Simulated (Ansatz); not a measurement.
## Quasiparticle gap of BaH2 (Pnma)

Wanted: the gap of BaH2 (Pnma) with a many-body correction, and the time that it takes.

Calculated with Ansatz 0.2.0; LDA, then G0W0 on it, plane waves, PAW.

### 1. Starting point

Symmetry: Pnma, No. 62, orthorhombic system. The conventional cell has a = 6.792 Å, b = 4.168 Å, c = 7.858 Å, α = 90.00°, β = 90.00°, γ = 90.00°. Nearest to Ba lie 9 H at 2.50 to 3.00 Å. H has 5 Ba at 2.68 to 3.00 Å nearest. H has 4 Ba at 2.50 to 2.68 Å nearest. Farther neighbours are not listed.

The cell and positions come from the Crystallography Open Database and are kept as given unless a step says otherwise. Spin-orbit coupling is left out unless a step names it.

The logs state that the PAW files were generated under PBE.

### 2. The LDA band structure

Levels along a band path and on the mesh show where this functional puts the band edges.

This step: DFT, LDA, plane waves, PAW; PAW set soft_1.

input.yaml reads:

```yaml
crystal:
  lattice:
    - [6.792, 0.0, 0.0]
    - [0.0, 4.168, 0.0]
    - [0.0, 0.0, 7.858]
  atoms:
    - { symbol: Ba, position: [0.26029, 0.25, 0.88863] }
    - { symbol: Ba, position: [0.23971, 0.75, 0.38863] }
    - { symbol: Ba, position: [0.76029, 0.25, 0.61137] }
    - { symbol: Ba, position: [0.73971, 0.75, 0.11137] }
    - { symbol: H, position: [0.043, 0.25, 0.174] }
    - { symbol: H, position: [0.457, 0.75, 0.674] }
    - { symbol: H, position: [0.543, 0.25, 0.326] }
    - { symbol: H, position: [0.957, 0.75, 0.826] }
    - { symbol: H, position: [0.646, 0.25, 0.9135] }
    - { symbol: H, position: [0.854, 0.75, 0.4135] }
    - { symbol: H, position: [0.146, 0.25, 0.5865] }
    - { symbol: H, position: [0.354, 0.75, 0.0865] }
kpoints:
  mp_grid: { grid: [4, 6, 4] }
  band_path:
    path:
      - [[0.0, 0.0, 0.0], [0.5, 0.0, 0.0], [0.5, 0.5, 0.0], [0.0, 0.5, 0.0], [0.0, 0.0, 0.0], [0.0, 0.0, 0.5], [0.5, 0.0, 0.5], [0.5, 0.5, 0.5], [0.0, 0.5, 0.5], [0.0, 0.0, 0.5]]
      - [[0.5, 0.0, 0.0], [0.5, 0.0, 0.5]]
      - [[0.0, 0.5, 0.0], [0.0, 0.5, 0.5]]
      - [[0.5, 0.5, 0.0], [0.5, 0.5, 0.5]]
    npoints: 10
hamiltonian:
  xc: lda
  pseudopotentials: { kind: paw, azcp: { folder: soft_1 }, xc_functional: pbe }
scf:
  occupations: { method: fermi_dirac, width: 0.02 }
  n_extra_bands: 8
output:
  eigenvalues: true
  write_density: true
  write_potential: true
  elf: true
  volumetric_format: npy
```

Launch:

```sh
> ansatz run input.yaml --threads 3 --pin off --max-ram 92160MiB --backend cuda --events-out ev --progress --plain --runs-dir out --devices 1 --max-vram 13GiB
```

Numbers of over 12 decimals in the logs are rounded to 6 here.

The log of the run:

```text
scf.n_extra_bands = 8 over 24 filled bands (N_el = 48.0): the run solves 32 bands
GPUs: using 1 of 1 available (devices: 1).
Engine: ansatz 0.2.0, x86_64-unknown-linux-gnu
Pseudopotentials: kind: paw
Pseudopotential: Ba, paw, valence charge 10, recommended cutoff 420 eV (normal), soft_1/Ba.paw.azcp
Pseudopotential: H, paw, valence charge 1, recommended cutoff 420 eV (normal), soft_1/H.paw.azcp
Functional definition: SPW92
  exchange = slater_x
  correlation = pw_c
device memory: the entry about to start is reckoned to put 4.0 GiB on a device that reports 57.7 GiB free (of which the cap on the GPU budget leaves the run 13.0 GiB)
GPU FFT provider: cuFFT
GPU libraries: cuBLAS 13.8.2, cuFFT 12.4.0, cuSOLVER 12.3.4
Crystal: 12 atoms, lattice volume = 222.453 Å³
Basis set: ecut = 420 eV, 4329 PW (Γ)
Bands: 32, of which v1, the nominal top of the filled ones, is band 24 counted from 1 (23 counted from 0)
Symmetry: 8 space group operations
Space group: Pnma (ITA 62), of the structure as read, at distance tolerance 6.1e-5 Å
k-points: 36 of 96
Non-local potential: Ba, projectors of the file, l = 0: 3, l = 1: 2, l = 2: 2, l = 3: 2
Non-local potential: H, projectors of the file, l = 0: 2, l = 1: 1
PAW form: soft (Blöchl's): semilocal exchange-correlation on the pseudo side does not see the compensation charge
PAW frozen core: Ba, regenerated for the run's functional, and the local potential with it (the file was generated under x = pbe(κ = 0.804, μ = 0.219515), c = pbe(β = 0.066725))
PAW one-centre angular grid: Ba, 194 points (default); XC on 64 Gauss nodes
PAW one-centre angular grid: H, 110 points (default); XC on 64 Gauss nodes
Initial density: superposition of atomic densities (chi_scale 0.1, normalization cell, long waves kept (reshape's long-wave potential 0.00 eV rms))
Initial wavefunctions: pseudopotential atomic-orbital guess
GPU buffer pool allocated for 77760 grid points (all kernels)
GPU transforms: local potential and band sums: pruned to the plane-wave sphere, on 45×27×54
Functional: x = slater, c = lda
SCF iter   1: F=—  HF=-23251.745677 eV  |F-HF|=—  |Δ(HF+E_count)|=         —  Δρ=4.16e-2  dr2=4.75e0  ethr=3.10e-3  ⟨swp⟩=10.5  Hψ=6394  notcnv=0
preconditioner: auto → Resta (q_TF=auto, 2.113 Å⁻¹)  ε∞=3.0  [insulator: Δε(μ)=3.236 eV  Ē_g=11.221 eV  σ=0.020 eV  W_gap=1.00  n_scr=38 (ndim 8)  ℏωp=15.7 eV  f_vac=0.000  D(μ)=0.00/eV (n_scr^D=0)  ε∞_Penn≈3.0]
SCF iter   2: F=—  HF=-23250.418431 eV  |F-HF|=—  |Δ(HF+E_count)|=    1.33e0  Δρ=1.69e-2  dr2=9.11e-1  ethr=3.10e-3  ⟨swp⟩=2.0  Hψ=1908  notcnv=0  defer=108
SCF iter   3: F=—  HF=-23250.180506 eV  |F-HF|=—  |Δ(HF+E_count)|=   2.38e-1  Δρ=3.28e-3  dr2=1.77e-2  ethr=1.90e-3  ⟨swp⟩=2.0  Hψ=1511  notcnv=0  defer=108
SCF iter   4: F=—  HF=-23250.186639 eV  |F-HF|=—  |Δ(HF+E_count)|=   6.13e-3  Δρ=3.67e-4  dr2=3.86e-4  ethr=3.69e-5  ⟨swp⟩=2.9  Hψ=1857  notcnv=0  defer=108
SCF iter   5: F=—  HF=-23250.186674 eV  |F-HF|=—  |Δ(HF+E_count)|=   3.54e-5  Δρ=6.71e-5  dr2=9.03e-6  ethr=8.03e-7  ⟨swp⟩=2.1  Hψ=1392  notcnv=0  defer=108
SCF iter   6: F=—  HF=-23250.186727 eV  |F-HF|=—  |Δ(HF+E_count)|=   5.26e-5  Δρ=1.25e-5  dr2=4.35e-7  ethr=1.88e-8  ⟨swp⟩=2.7  Hψ=1774  notcnv=0  defer=108
SCF iter   7: F=-23250.186727 eV  HF=-23250.186727 eV  |F-HF|=8.08e-10  |Δ(HF+E_count)|=   5.21e-8  Δρ=1.58e-6  dr2=5.45e-9  ethr=2.08e-10  ⟨swp⟩=9.7  Hψ=4147  notcnv=0
SCF 1 converged in 7 iterations: F = -23250.186727 eV  dr2 = 5.45e-9
  greatest PAW one-centre occupation: 0.957 electrons in one spin orbital (limit 2), on the Ba atom at site 3 (counted from 0), in its partial waves of l = 0
device memory: the entry about to start is reckoned to put 2.5 GiB on a device that reports 66.4 GiB free (of which the cap on the GPU budget leaves the run 13.0 GiB)
NSCF: frozen V_eff on 124 k-points
SCF converged after 7 iterations
Free energy (F): -23250.186727 eV
Harris-Foulkes:  -23250.186727 eV  (|F-HF|=8.08e-10)
Internal energy: -23250.186727 eV  (E = F + TS)
E sigma→0 (E₀):  -23250.186727 eV
Fermi energy:    5.834077 eV
--- Per-component energies (eV) ---
  E_band       = -276.104440
  E_kinetic    = 735.292762
  E_local      = -1393.262014  (includes V_loc(G=0)·N_el)
  E_nonlocal   = 388.451460
  E_hartree    = 389.055874
  E_xc         = -853.745017
  E_vxc        = -602.391816  (∫ρ·V_xc dr)
  E_paw        = -20113.442568  (= ΣΔE_a)
  E_vpaw       = -182.299012  (= ΣTr[D̂ρ^β])
  E_aug_tail   = -0.006779  (compensation charges beyond the density's cutoff)
  E_ewald      = -2403.660525
  E_core_change = 1.130079  (= ΣΔE_core)
  E_smearing   = -0.000000  (= −TS)
  E_closure    = 0.000000  (closes the sum)
  Σ components = -23250.186727   (vs F -23250.186727, Δ=0.00e0)
--- Band table (eV; the first three rows and the last of 36) ---
  k-point 0: bands = [... 20 lower, 3.7970, 3.9636, 4.3918, 4.5057, 7.8850, 8.1887, 8.4710, 8.8046, ... 4 higher]
  k-point 1: bands = [... 20 lower, 3.8741, 4.0118, 4.3243, 4.4356, 7.6220, 8.0672, 8.2909, 8.3718, ... 4 higher]
  k-point 2: bands = [... 20 lower, 4.0288, 4.0288, 4.2779, 4.2779, 7.6677, 7.6677, 8.0635, 8.0635, ... 4 higher]
  k-point 35: bands = [... 20 lower, 3.9535, 3.9535, 3.9535, 3.9535, 7.8339, 7.8339, 7.8339, 7.8339, ... 4 higher]
```

Wall time 10 s (1 × NVIDIA H100 80GB HBM3 (shared by 6 runs) with 3 threads of AMD EPYC 7R13 (Zen 3), shared host); peak memory 1.1 GiB; 7.4 s of CPU time.

The column dr2 measures how far the density is from self-consistency, as an energy; F and HF (Harris–Foulkes) agree once it is small.

This step gave:

| Property | Result |
| --- | --- |
| filled bands | 24 |
| gap | 2.630 eV |
| valence top at | k = (0.250, 0.000, 0.000) |
| conduction bottom at | k = (0.500, 0.350, 0.000) |
| least direct gap | 3.170 eV |

Over mesh and path the gap is 2.630 eV, from k = (0.250, 0.000, 0.000) to k = (0.500, 0.350, 0.000). The least direct gap found is 3.170 eV, at k = (-0.500, 0.333, 0.000). On the 4×6×4 mesh alone the same run gives 2.633 eV, so that mesh misses an edge of LDA: 2.633 − 2.630 = +0.003 eV.

The electronic bands at the labelled points (eV, zero at the top of the highest nominally filled band):

| point | band 21 | band 22 | band 23 | band 24 | band 25 | band 26 | band 27 | band 28 |
| --- | --- | --- | --- | --- | --- | --- | --- | --- |
| Γ | -0.73 | -0.56 | -0.13 | -0.02 | 3.36 | 3.67 | 3.95 | 4.28 |
| halfway | -0.58 | -0.44 | -0.28 | 0.00 | 3.44 | 3.46 | 3.70 | 3.95 |
| X | -0.56 | -0.56 | -0.07 | -0.07 | 3.22 | 3.22 | 3.68 | 3.68 |
| halfway | -0.65 | -0.65 | -0.45 | -0.45 | 2.78 | 2.78 | 3.67 | 3.67 |
| S | -0.72 | -0.72 | -0.72 | -0.72 | 2.99 | 2.99 | 2.99 | 2.99 |
| halfway | -0.79 | -0.79 | -0.78 | -0.78 | 3.04 | 3.04 | 3.31 | 3.31 |
| Y | -0.85 | -0.85 | -0.84 | -0.84 | 3.21 | 3.21 | 3.29 | 3.29 |
| halfway | -0.79 | -0.55 | -0.52 | -0.43 | 3.12 | 3.28 | 3.87 | 4.17 |
| Γ | -0.73 | -0.56 | -0.13 | -0.02 | 3.36 | 3.67 | 3.95 | 4.28 |
| halfway | -0.65 | -0.51 | -0.20 | -0.09 | 3.10 | 3.54 | 3.77 | 3.85 |
| Z | -0.49 | -0.49 | -0.24 | -0.24 | 3.15 | 3.15 | 3.54 | 3.54 |
| halfway | -0.62 | -0.62 | -0.35 | -0.35 | 3.07 | 3.07 | 3.54 | 3.54 |
| U | -0.68 | -0.68 | -0.39 | -0.39 | 3.14 | 3.14 | 3.27 | 3.27 |
| halfway | -0.70 | -0.70 | -0.67 | -0.67 | 3.22 | 3.22 | 3.36 | 3.36 |
| R | -0.57 | -0.57 | -0.57 | -0.57 | 3.31 | 3.31 | 3.31 | 3.31 |
| halfway | -0.79 | -0.79 | -0.51 | -0.51 | 3.48 | 3.48 | 3.68 | 3.68 |
| T | -1.04 | -1.04 | -0.47 | -0.47 | 3.44 | 3.44 | 4.10 | 4.10 |
| halfway | -0.71 | -0.71 | -0.49 | -0.49 | 3.46 | 3.46 | 3.86 | 3.86 |
| Z | -0.49 | -0.49 | -0.24 | -0.24 | 3.15 | 3.15 | 3.54 | 3.54 |
| jump to X | -0.56 | -0.56 | -0.07 | -0.07 | 3.22 | 3.22 | 3.68 | 3.68 |
| halfway | -0.62 | -0.62 | -0.23 | -0.23 | 3.14 | 3.14 | 3.50 | 3.50 |
| U | -0.68 | -0.68 | -0.39 | -0.39 | 3.14 | 3.14 | 3.27 | 3.27 |
| jump to Y | -0.85 | -0.85 | -0.84 | -0.84 | 3.21 | 3.21 | 3.29 | 3.29 |
| halfway | -1.03 | -1.03 | -0.57 | -0.57 | 3.23 | 3.23 | 3.74 | 3.74 |
| T | -1.04 | -1.04 | -0.47 | -0.47 | 3.44 | 3.44 | 4.10 | 4.10 |
| jump to S | -0.72 | -0.72 | -0.72 | -0.72 | 2.99 | 2.99 | 2.99 | 2.99 |

ELF in the ac plane at fractional y = 0.250, with atoms of Ba and H within 0.2 Å of it. It is the smooth field of the valence electrons, not physical close to the nuclei.

Ten even steps from '_' (0.13 × 1e-1) to '@' (10.00 × 1e-1), each cell a mean:
```
__::**%%##**%%%%==..##@@@@@@@@++..____
__==%%##..__==%%++::%%@@@@@@@@##..____
__++%%##____==%%++..##@@@@@@%%==______
__--##%%**++##%%==..==####++::..______
____--**##%%%%**::__....::--====--..__
__..::::--==--..______::++##%%%%##==__
::**##**==..________..++%%##==**%%##::
--@@@@@@@@**::______::##%%--__..####--
==@@@@@@@@@@==______::##%%==__..####::
==@@@@@@@@%%--______..==##%%**##%%**..
::%%@@@@##--____..::....==##%%%%##--__
__::==--::____..++%%##==..::----::____
______________==@@@@@@@@**::__________
::::..______..++@@@@@@@@@@**..______..
%%%%**::____..**@@@@@@@@@@##..____--##
@@@@@@##::____==@@@@@@@@%%==____::##@@
@@@@@@@@==____..++%%%%##==..____--%%@@
@@@@@@%%--______..::::..________::%%@@
@@@@%%==..______________________..**@@
%%**::..--==--..____::--==--..____--##
::..::**%%%%%%++..__**@@@@%%**::____::
```
Columns run along a (6.8 Å), rows up along c (7.9 Å). Atoms in or near the plane, at fractional coordinates: Ba at (0.26, 0.89), Ba at (0.76, 0.61), H at (0.04, 0.17), H at (0.54, 0.33), H at (0.65, 0.91), H at (0.15, 0.59).

Valence density in the ac plane at fractional y = 0.250, with atoms of Ba and H within 0.2 Å of it. It is the smooth field of the valence electrons, not physical close to the nuclei.

Values in e/Å³, 11 rows by 16 columns, each cell a mean:
```
0.1 0.3 0.9 1.2 1.0 1.2 0.8 0.2 0.2 0.4 0.9 0.5 0.2 0.1 0.0 0.0
0.1 0.3 1.0 1.1 0.9 1.2 0.9 0.2 0.1 0.3 0.5 0.4 0.1 0.1 0.0 0.0
0.0 0.1 0.3 0.6 0.8 0.6 0.2 0.1 0.1 0.1 0.2 0.4 0.5 0.4 0.1 0.1
0.1 0.2 0.4 0.3 0.1 0.1 0.0 0.0 0.1 0.3 0.9 1.2 1.0 1.2 0.7 0.2
0.2 0.5 1.1 0.6 0.2 0.1 0.0 0.0 0.1 0.3 1.0 1.1 0.8 1.2 0.9 0.2
0.1 0.2 0.2 0.2 0.1 0.0 0.0 0.0 0.1 0.1 0.4 0.7 0.8 0.6 0.3 0.1
0.0 0.0 0.0 0.0 0.0 0.0 0.1 0.2 0.4 0.4 0.2 0.1 0.1 0.1 0.0 0.0
0.1 0.1 0.1 0.0 0.0 0.0 0.1 0.3 0.8 0.7 0.2 0.1 0.0 0.0 0.0 0.1
0.7 0.6 0.2 0.1 0.0 0.0 0.0 0.1 0.1 0.1 0.1 0.0 0.0 0.0 0.1 0.2
0.6 0.5 0.2 0.1 0.1 0.0 0.0 0.0 0.0 0.0 0.0 0.0 0.0 0.0 0.1 0.2
0.1 0.1 0.2 0.4 0.5 0.4 0.2 0.1 0.1 0.1 0.1 0.1 0.1 0.0 0.0 0.1
```
Columns run along a (6.8 Å), rows up along c (7.9 Å). Atoms in or near the plane, at fractional coordinates: Ba at (0.26, 0.89), Ba at (0.76, 0.61), H at (0.04, 0.17), H at (0.54, 0.33), H at (0.65, 0.91), H at (0.15, 0.59).

(Part 1 of 3 ends here.)

[Paths, hosts, dates, memory and timing lines, banners, echoed tables and standing remarks are left out of the program output.]

[Logs are printed without paths, hosts, clocks, repeated set-up lines and the standing remarks that a program may print on its own settings, such as how far it seeks lower states.]

[Runs of the session that timed out or met a known fault of the program may be left out.]

[Cells called generated may have been cut or substituted from an entry of the Crystallography Open Database or the Materials Project.]

[Hosts, paths, dates, database ids (printed as entryN), source tags and the programs' standing remarks are cut or masked in the printed files.]

[Where an RPA ε∞ is given, it is that of the G0W0 mesh and is not shown converged in it. Names of k-points follow the symmetry that the program found, which can be lower than the space group named. Band edges on a path are those of the sampled points; other points can move an edge, and change direct to indirect where valleys lie close.]

[Hybrid gaps are those of their k-mesh and are not shown converged in it.]
